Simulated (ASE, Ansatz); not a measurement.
# Relaxing random bcc (W, Zr, Ta, Hf) solid solution (250 atoms)

Wanted: the relaxed structure of random bcc (W, Zr, Ta, Hf) solid solution (250 atoms) and its electronic structure.

Main program and level: Ansatz 0.2.0; Kohn-Sham DFT, PBE, PAW (set soft_2), plane waves.

### 1. Starting point

The cell holds 250 atoms: 81 Ta, 81 Hf, 60 Zr and 28 W. Cell: a = 17.225 Å, b = 17.225 Å, c = 17.225 Å, α = 90.0°, β = 90.0°, γ = 90.0°. It derives from W and Hf, Ta and Zr. Bcc lattice (a = 3.445 Å, the mean of the end members), 5 x 5 x 5 cells, metal sites filled at random with 28 W, 60 Zr, 81 Ta, 81 Hf; not relaxed, displaced by a Gaussian of 0.02 Å.

Before any run, some limits are plain. The host structure and its lattice constant were typed by rule, without a check against the phase diagram. The electron count is odd and the run has no spin polarisation, so levels at the top are partly filled by construction. Only the Γ point is sampled, in a cell whose shortest periodic width is 17 Å. The levels lack spin–orbit coupling, which is large for the heavy elements here.

### 2. Single point at the start

A single point comes first, to see the forces before anything moves.

The input, input.yaml:

```yaml
crystal:
  lattice:
    - [17.225, 0.0, 0.0]
    - [0.0, 17.225, 0.0]
    - [0.0, 0.0, 17.225]
  atoms:
    - { symbol: Ta, position: [0.99844, 0.99812, 0.00121] }
    - { symbol: Hf, position: [0.09987, 0.10097, 0.09886] }
    - { symbol: Ta, position: [0.00107, 0.99793, 0.19894] }
    - { symbol: Ta, position: [0.09848, 0.10258, 0.29979] }
    [... 240 atom lines left out ...]
    - { symbol: Hf, position: [0.80032, 0.80013, 0.40119] }
    - { symbol: Hf, position: [0.90022, 0.9009, 0.50059] }
    - { symbol: Ta, position: [0.80084, 0.8009, 0.59919] }
    - { symbol: Zr, position: [0.90042, 0.90027, 0.69941] }
    - { symbol: Ta, position: [0.79999, 0.79991, 0.80061] }
    - { symbol: Hf, position: [0.90076, 0.90063, 0.89924] }
kpoints:
  mp_grid: { grid: [1, 1, 1] }
hamiltonian:
  xc: pbe
scf:
  occupations: { method: fermi_dirac, width: 0.1 }
output:
  forces: true
  stress: true
  populations: true
  dos:
    method: { smearing: { sigma: 0.1 } }
    de: 0.1
    projected: { site_lists: { Hf: [Hf], Ta: [Ta], W: [W], Zr: [Zr] } }
  eigenvalues: true
```

Command:

```sh
$ ansatz run input.yaml --threads 32 --pin off --max-ram 143360MiB --backend cuda --events-out ev --progress --plain --runs-dir out
```

Run time: 8 s. Hardware: 1 × NVIDIA GB200 with 32 threads of Arm Neoverse V2, shared host; peak memory 4.5 GiB; 29 s of CPU time.

That memory is the host's; the program planned up to 26.8 GiB on the GPU. Forces of this run were stored rounded, and per-atom blocks of the log weren't kept.

The run gave:

* free energy: -2619700.3287 eV
* free energy per atom: -10478.8013 eV/atom
* SCF cycles: 10
* pressure: -3.085 GPa
* r.m.s. force component: 0.5284 eV/Å
* longest force: 1.775 eV/Å
* Fermi energy: 17.86 eV
* levels partly filled by over 2 per cent: 168
* spilling of the projection: 0.004395

The r.m.s. force component of 0.53 eV/Å and the pressure of -3.1 GPa set the starting point.

Length of the force by element:

| element | coordination | atoms | mean length of the force (eV/Å) | spread | least | most |
| --- | --- | --- | --- | --- | --- | --- |
| Hf | all | 81 | 0.842 | 0.354 | 0.160 | 1.77 |
| Ta | all | 81 | 0.932 | 0.361 | 0.218 | 1.64 |
| W | all | 28 | 0.853 | 0.341 | 0.148 | 1.50 |
| Zr | all | 60 | 0.729 | 0.302 | 0.0652 | 1.42 |

### 3. Cell and atoms relaxed

The cell is relaxed with the atoms, since the starting lattice needn't suit this functional.

input.yaml, the sections that differ from step 2:

```yaml
output:
  forces: true
relax:
  f_tol: 0.05
  max_steps: 115
  cell: {}
# crystal, kpoints, hamiltonian, scf: as in step 2
```

The job ended after 49 s (1 × NVIDIA GB200 with 32 threads; peak memory 2.6 GiB; 2.9 min of CPU time).

That memory is the host's; the program planned up to 26.1 GiB on the GPU.

The program notes that the band table was not solved further than the SCF left it.

Step by step:

| step | energy less that of the first step (eV) | largest force component (eV/Å) | pressure (GPa) | volume (Å³) |
| --- | --- | --- | --- | --- |
| 1 | 0.0000 | 1.5493 | -3.09 | 5110.67 |
| 2 | -12.3186 | 0.6432 | 6.75 | 4804.63 |
| 3 | -20.5540 | 0.4999 | 0.19 | 5066.55 |
| 4 | -22.2566 | 0.4890 | 0.34 | 5071.53 |
| 5 | -22.7230 | 0.2826 | 0.16 | 5080.30 |
| 6 | -22.7400 | 0.2188 | -0.02 | 5085.71 |
| 7 | -22.8110 | 0.1566 | 0.04 | 5086.72 |
| 8 | -22.8612 | 0.0956 | 0.00 | 5084.70 |
| 9 | -22.8441 | 0.1818 | 0.03 | 5085.50 |
| 10 | -22.8975 | 0.0324 | -0.03 | 5086.59 |
| 11 | -22.8922 | 0.0324 | -0.03 | 5086.59 |

Relaxation step 9 was tried and not accepted.

| cell as run | before | after | change |
| --- | --- | --- | --- |
| a (Å) | 17.225 | 17.073 | -0.9 % |
| b (Å) | 17.225 | 17.189 | -0.2 % |
| c (Å) | 17.225 | 17.333 | +0.6 % |
| α (°) | 90.00 | 89.84 | -0.2 % |
| β (°) | 90.00 | 89.81 | -0.2 % |
| γ (°) | 90.00 | 90.12 | +0.1 % |
| volume (Å³/atom) | 20.44 | 20.35 | -0.5 % |

The atoms that moved most (Å, as changes of fractional coordinates times the final cell):

| atom | dx | dy | dz | length |
| --- | --- | --- | --- | --- |
| Hf131 | 0.123 | 0.271 | 0.425 | 0.519 |
| Ta29 | -0.186 | 0.337 | 0.231 | 0.448 |
| Zr143 | 0.214 | -0.251 | -0.290 | 0.439 |
| Ta180 | -0.155 | 0.389 | 0.103 | 0.431 |
| Zr77 | -0.040 | -0.335 | -0.222 | 0.403 |
| Zr130 | -0.203 | 0.088 | 0.326 | 0.394 |
| W132 | 0.346 | -0.044 | 0.168 | 0.387 |
| Ta16 | -0.131 | -0.181 | -0.297 | 0.372 |

The relaxation changed the energy by -91.6 meV/atom, and atoms moved by 0.21 Å r.m.s., 0.52 Å at most.

### 4. Structure statistics after relaxation

Bonds before and after, by the cutoffs listed below:

| pair | bonds before | bonds after | mean before (Å) | mean after (Å) | spread before (Å) | spread after (Å) |
| --- | --- | --- | --- | --- | --- | --- |
| Hf-Hf | 191 | 191 | 3.185 | 3.223 | 0.232 | 0.229 |
| Hf-Ta | 363 | 363 | 3.175 | 3.193 | 0.228 | 0.270 |
| Hf-Zr | 268 | 269 | 3.180 | 3.228 | 0.231 | 0.232 |
| Hf-W | 121 | 121 | 3.183 | 3.164 | 0.231 | 0.321 |
| Ta-Ta | 176 | 176 | 3.183 | 3.127 | 0.230 | 0.302 |
| Ta-Zr | 288 | 288 | 3.189 | 3.203 | 0.230 | 0.279 |
| Ta-W | 131 | 131 | 3.177 | 3.081 | 0.231 | 0.315 |
| Zr-Zr | 97 | 97 | 3.153 | 3.204 | 0.225 | 0.218 |
| Zr-W | 90 | 90 | 3.220 | 3.199 | 0.232 | 0.304 |
| W-W | 25 | 25 | 3.134 | 3.020 | 0.213 | 0.312 |

Density 13.0 g/cm³, 20.35 Å³ an atom.

Pair distribution functions g(r), in bins of 0.2 Å:

| r (Å) | total | Hf-Hf | Hf-Ta | Hf-Zr | Hf-W | Ta-Ta | Ta-Zr |
| --- | --- | --- | --- | --- | --- | --- | --- |
| 2.60 | 0.08 | 0.00 | 0.00 | 0.00 | 0.00 | 0.00 | 0.00 |
| 2.80 | 1.56 | 0.00 | 0.38 | 0.05 | 3.55 | 3.77 | 0.86 |
| 3.00 | 4.80 | 5.23 | 6.10 | 4.71 | 3.74 | 3.73 | 6.12 |
| 3.20 | 2.05 | 3.34 | 2.04 | 3.48 | 0.60 | 1.31 | 1.67 |
| 3.40 | 1.64 | 1.73 | 1.26 | 1.55 | 1.39 | 1.45 | 1.81 |
| 3.60 | 0.89 | 0.73 | 0.89 | 0.74 | 1.52 | 0.77 | 0.93 |
| 3.80 | 0.32 | 0.39 | 0.42 | 0.23 | 0.25 | 0.34 | 0.38 |
| 4.00 | 0.09 | 0.08 | 0.12 | 0.11 | 0.06 | 0.04 | 0.16 |
| 4.20 | 0.00 | 0.00 | 0.00 | 0.02 | 0.00 | 0.00 | 0.00 |
| 4.40 | 0.06 | 0.09 | 0.08 | 0.02 | 0.00 | 0.16 | 0.02 |
| 4.60 | 0.75 | 0.60 | 0.72 | 0.80 | 0.71 | 0.75 | 0.70 |
| 4.80 | 1.62 | 1.26 | 1.60 | 1.88 | 1.71 | 1.69 | 1.18 |
| 5.00 | 1.24 | 1.22 | 1.37 | 1.00 | 1.37 | 1.24 | 1.25 |
| 5.20 | 0.43 | 0.67 | 0.47 | 0.52 | 0.13 | 0.48 | 0.50 |
| 5.40 | 0.71 | 0.63 | 0.92 | 0.69 | 0.48 | 0.79 | 0.71 |
| 5.60 | 2.62 | 2.80 | 2.67 | 2.80 | 2.86 | 2.16 | 2.59 |
| 5.80 | 2.58 | 1.92 | 2.50 | 2.52 | 3.03 | 2.83 | 2.59 |
| 6.00 | 1.43 | 1.36 | 1.49 | 1.43 | 1.46 | 1.25 | 1.56 |
| 6.20 | 0.43 | 0.55 | 0.53 | 0.48 | 0.28 | 0.39 | 0.42 |
| 6.40 | 0.05 | 0.07 | 0.05 | 0.05 | 0.00 | 0.12 | 0.06 |
| 6.60 | 0.14 | 0.14 | 0.14 | 0.16 | 0.30 | 0.11 | 0.12 |
| 6.80 | 0.42 | 0.47 | 0.34 | 0.46 | 0.54 | 0.39 | 0.38 |
| 7.00 | 0.37 | 0.28 | 0.35 | 0.37 | 0.36 | 0.55 | 0.39 |
| 7.20 | 0.57 | 0.51 | 0.63 | 0.52 | 0.51 | 0.61 | 0.61 |
| 7.40 | 1.83 | 1.92 | 1.79 | 1.85 | 1.72 | 1.67 | 1.79 |
| 7.60 | 2.47 | 2.47 | 2.46 | 2.47 | 2.50 | 2.25 | 2.52 |
| 7.80 | 1.52 | 1.48 | 1.59 | 1.47 | 1.37 | 1.57 | 1.54 |

Neighbours by pair of elements; one cutoff, the widest of the pairs' first minima of g(r), serves all pairs of this metal (cutoffs were set anew for this text, so counts can differ from the run's own analysis):

| pair A-B | cutoff (Å) | bonds | mean length (Å) | spread (Å) | shortest (Å) | B about A | A about B |
| --- | --- | --- | --- | --- | --- | --- | --- |
| Hf-Hf | 4.23 | 191 | 3.22 | 0.229 | 2.93 | 4.72 | 4.72 |
| Hf-Ta | 4.23 | 363 | 3.19 | 0.27 | 2.78 | 4.48 | 4.48 |
| Hf-Zr | 4.23 | 269 | 3.23 | 0.232 | 2.90 | 3.32 | 4.48 |
| Hf-W | 4.23 | 121 | 3.16 | 0.321 | 2.74 | 1.49 | 4.32 |
| Ta-Ta | 4.23 | 176 | 3.13 | 0.302 | 2.71 | 4.35 | 4.35 |
| Ta-Zr | 4.23 | 288 | 3.20 | 0.279 | 2.77 | 3.56 | 4.8 |
| Ta-W | 4.23 | 131 | 3.08 | 0.315 | 2.65 | 1.62 | 4.68 |
| Zr-Zr | 4.23 | 97 | 3.20 | 0.218 | 2.90 | 3.23 | 3.23 |
| Zr-W | 4.23 | 90 | 3.20 | 0.304 | 2.71 | 1.5 | 3.21 |
| W-W | 4.23 | 25 | 3.02 | 0.312 | 2.72 | 1.79 | 1.79 |

How many atoms have how many bonded neighbours:

| element | mean | 14 | 15 |
| --- | --- | --- | --- |
| Hf | 14.0 | 80 | 1 |
| Ta | 14 | 81 | 0 |
| W | 14 | 28 | 0 |
| Zr | 14.0 | 59 | 1 |

Bond length by coordination (bonds to H left out):

| element | coordination | atoms | mean bond length (Å) |
| --- | --- | --- | --- |
| Hf | 14 | 80 | 3.21 |
| Hf | 15 | 1 | 3.29 |
| Zr | 14 | 59 | 3.21 |
| Zr | 15 | 1 | 3.31 |

For some of the pairs, g(r) has its first main peak near 3.08 Å (Hf-Hf), 3.00 Å (Hf-Ta), 3.08 Å (Hf-Zr), 2.90 Å (Hf-W), 2.89 Å (Ta-Ta) and 2.99 Å (Ta-Zr). Counting bonds as in the table, 99 % of Hf atoms have 14, all Ta atoms have 14, all W atoms have 14 and 98 % of Zr atoms have 14 bonded neighbours.

### 5. Single point at the relaxed geometry

One more single point at the end of the walk gives the fuller output and checks the residual forces.

The input, input.yaml:

```yaml
crystal:
  lattice:
    - [17.0732, -0.01799, 0.02815]
    - [-0.01799, 17.18896, 0.02395]
    - [0.02815, 0.02395, 17.33264]
  atoms:
    - { symbol: Ta, position: [0.00267, 0.00274, 0.00501] }
    - { symbol: Hf, position: [0.11159, 0.09049, 0.10272] }
    - { symbol: Ta, position: [0.99553, 0.99718, 0.20023] }
    - { symbol: Ta, position: [0.09905, 0.09798, 0.30126] }
    [... 240 atom lines left out ...]
    - { symbol: Hf, position: [0.79895, 0.80568, 0.38882] }
    - { symbol: Hf, position: [0.90225, 0.89052, 0.4998] }
    - { symbol: Ta, position: [0.79576, 0.79134, 0.59956] }
    - { symbol: Zr, position: [0.89887, 0.89089, 0.70181] }
    - { symbol: Ta, position: [0.78606, 0.79422, 0.80071] }
    - { symbol: Hf, position: [0.90086, 0.89865, 0.90471] }
kpoints:
  mp_grid: { grid: [1, 1, 1] }
hamiltonian:
  xc: pbe
scf:
  occupations: { method: fermi_dirac, width: 0.1 }
output:
  forces: true
  stress: true
  populations: intrinsic
  dos:
    method: { smearing: { sigma: 0.08 } }
    de: 0.1
    projected: { site_lists: { Hf: [Hf], Ta: [Ta], W: [W], Zr: [Zr] } }
  eigenvalues: true
  write_density: true
  write_potential: true
  volumetric_format: npy
```

Elapsed: 10 s, on 1 × NVIDIA GB200 with 32 threads; peak memory 4.6 GiB; 38 s of CPU time.

That memory is the host's; the program planned up to 26.7 GiB on the GPU.

Read from the output:

| Item | Value |
| --- | --- |
| free energy | -2619723.2209 eV |
| free energy per atom | -10478.8929 eV/atom |
| SCF cycles | 10 |
| pressure | -0.0259 GPa |
| r.m.s. force component | 0.00471 eV/Å |
| longest force | 0.04001 eV/Å |
| Fermi energy | 18.06 eV |
| levels partly filled by over 2 per cent | 136 |

Intrinsic-atomic-orbital charges by element and coordination:

| element | coordination | atoms | mean charge (e) | spread | least | most |
| --- | --- | --- | --- | --- | --- | --- |
| Hf | all | 81 | -0.024 | 0.0369 | -0.108 | 0.0449 |
| Hf | 14 | 80 | -0.0231 | 0.0362 | -0.108 | 0.0449 |
| Hf | 15 | 1 | -0.0976 | - | -0.0976 | -0.0976 |
| Ta | all | 81 | 0.0536 | 0.034 | -0.0349 | 0.131 |
| W | all | 28 | 0.0196 | 0.0468 | -0.0619 | 0.125 |
| Zr | all | 60 | -0.0491 | 0.0337 | -0.127 | 0.0308 |
| Zr | 14 | 59 | -0.0483 | 0.0333 | -0.127 | 0.0308 |
| Zr | 15 | 1 | -0.0983 | - | -0.0983 | -0.0983 |

Density of states as counts of states in windows of 1 eV (from the Fermi level), total and some projections:

| from (eV) | to (eV) | total | Ta d | Hf d | Hf f |
| --- | --- | --- | --- | --- | --- |
| -18 | -12 | 0.0 | 0.0 | 0.0 | 0.0 |
| -12 | -11 | 1133.7 | 0.2 | 0.2 | 1133.6 |
| -11 | -8 | 0.0 | 0.0 | 0.0 | 0.0 |
| -8 | -7 | 2.0 | 0.0 | 0.0 | 0.0 |
| -7 | -6 | 17.2 | 0.2 | 0.2 | 0.0 |
| -6 | -5 | 33.0 | 0.9 | 1.0 | 0.0 |
| -5 | -4 | 73.4 | 9.0 | 8.0 | 0.0 |
| -4 | -3 | 156.7 | 37.1 | 27.0 | 0.0 |
| -3 | -2 | 230.3 | 70.8 | 52.9 | 0.1 |
| -2 | -1 | 305.9 | 103.5 | 73.2 | 0.1 |
| -1 | 0 | 336.7 | 106.4 | 89.5 | 0.1 |
| 0 | 1 | 275.5 | 68.7 | 83.1 | 0.1 |
| 1 | 2 | 136.1 | 36.3 | 44.4 | 0.1 |

The curve was stored every 0.10 eV, coarse against its broadening of 0.08 eV, so these counts are rough.

Between -26 and -18 eV lie 20 more states.

The stored curve holds about 2309 of the 4271 electrons; the rest, give or take the few that broadening carries across the Fermi level, lie in deeper levels below its range.

Not all projections were asked for or kept, so they needn't add up to the total.

The levels nearest the highest filled one (over half full), pooled over k-points and spins:

| level less the highest filled one (eV) | occupation |
| --- | --- |
| -0.0237 | 1.14 |
| -0.0213 | 1.12 |
| -0.019 | 1.11 |
| -0.0096 | 1.07 |
| -0.0045 | 1.04 |
| 0 | 1.02 |
| 0.0061 | 0.989 |
| 0.0205 | 0.917 |
| 0.0221 | 0.909 |
| 0.0276 | 0.882 |
| 0.0328 | 0.856 |
| 0.0338 | 0.851 |

Mean intrinsic-atomic-orbital charges: Hf -0.02, Ta +0.05, W +0.02, Zr -0.05 e. Among metals such projection charges depend strongly on the orbitals used and are no measure of ionicity.

### 6. Summary of results

| Item | Value |
| --- | --- |
| energy change in the relaxation | -91.57 meV/atom |
| r.m.s. displacement | 0.211 Å |
| largest displacement | 0.519 Å |
| free energy per atom | -10478.8929 eV/atom |
| density | 12.97 g/cm³ |
| pressure | -0.0259 GPa |
| r.m.s. force component | 0.00471 eV/Å |
| wall time of the 3 DFT runs | 67 s |

Relaxation lowers the energy by 91.6 meV/atom and moves atoms by 0.21 Å r.m.s.; the r.m.s. force component goes from 0.53 to 0.0047 eV/Å, the pressure goes from -3.1 to -0.026 GPa. Displacements are taken in the final cell, so they leave out its strain. By the final cutoffs 0 of 1750 bonded pairs parted and 1 joined. The cell shrank by 0.5 % in volume. From the first step to the last the energy fell by 22.892 eV, and the largest move was 0.52 Å (Hf131). The W-W bonds go from 3.134 Å (spread 0.213) to 3.020 Å (spread 0.312). Counting bonds as in the table, 99 % of Hf atoms have 14, all Ta atoms have 14, all W atoms have 14 and 98 % of Zr atoms have 14 bonded neighbours. 136 levels are partly filled, by over 2 % (at Γ alone), as in a metal.

[Logs are printed without paths, hosts, clocks, repeated set-up lines and the standing remarks that a program may print on its own settings, such as how far it seeks lower states.]

[Hosts, paths, dates, database ids (printed as entryN), source tags and the programs' standing remarks are cut or masked in the printed files.]
